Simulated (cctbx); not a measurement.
**Resonant diffraction in La3Al4Sn3Os2**

Space group Cmmm (no. 65), a = 4.4510 Å, b = 26.8210 Å, c = 4.4680 Å, α = 90.00°, β = 90.00°, γ = 90.00°.

```csv
atom,mult.,x,y,z,Ueq (Å²)
Os1,4,0,0.6264,1/2,0.0061
La1,2,1/2,0,1/2,0.0032
La2,4,0,0.8164,0,0.0041
Sn1,4,0,0.7170,1/2,0.0120
Sn2,2,0,0,0,0.0036
Al1,4,0,0.5903,0,0.0077
Al2,4,0,0.9112,1/2,0.0080
```

This is a model crystal, built by substitution and not relaxed, with assumed displacement parameters.

Calculated with cctbx: free-atom f′ and f″ from the Sasaki tables, no fine structure; amplitudes in electrons.

| E (eV) | F 0 4 0 | F 2 2 0 | F 0 2 2 | F 1 1 0 |
| --- | --- | --- | --- | --- |
| 4883 | 58.9 | 54.7 | 50.5 | 154.3 |
| 5233 | 55.9 | 54.9 | 50.5 | 151.8 |
| 5363 | 56.8 | 54.2 | 49.7 | 150.7 |
| 5423 | 58.7 | 53.4 | 48.8 | 149.9 |
| 5453 | 60.8 | 52.5 | 47.9 | 149.2 |
| 5468 | 63.1 | 51.5 | 46.9 | 148.6 |
| 5475 | 65.3 | 50.7 | 46.0 | 148.0 |
| 5479 | 67.7 | 49.7 | 45.1 | 147.4 |
| 5487 | 69.6 | 51.5 | 47.0 | 147.8 |
| 5491 | 67.1 | 52.5 | 47.9 | 148.4 |
| 5498 | 64.8 | 53.3 | 48.8 | 148.9 |
| 5513 | 62.2 | 54.3 | 49.8 | 149.4 |
| 5543 | 59.5 | 55.2 | 50.7 | 149.9 |
| 5633 | 55.6 | 56.5 | 52.0 | 150.3 |
| 5883 | 55.6 | 55.7 | 51.1 | 148.9 |

**Question.** Which edge is crossed, and why do the reflections move as they do?

The L3 edge of La. The edge is at 5483 eV. f′ of La falls from -11.8 e at 5363 eV to -19.4 e at 4 eV below it, and f″ steps from 3.50 to 10.54 e across it. Over that approach |F| changes by +19 % (0 4 0), -8 % (2 2 0), -9 % (0 2 2) and -2 % (1 1 0): a reflection falls where La scatters in phase with the total and rises where it scatters against it; it hardly moves where the La term is small or cancels by symmetry. Above the edge the larger f″ enters the imaginary part, where it can add to or cancel the other atoms' f″. The structure is centrosymmetric, so Friedel mates stay equal.

[Logs are printed without paths, hosts, clocks, repeated set-up lines and the standing remarks that a program may print on its own settings, such as how far it seeks lower states.]
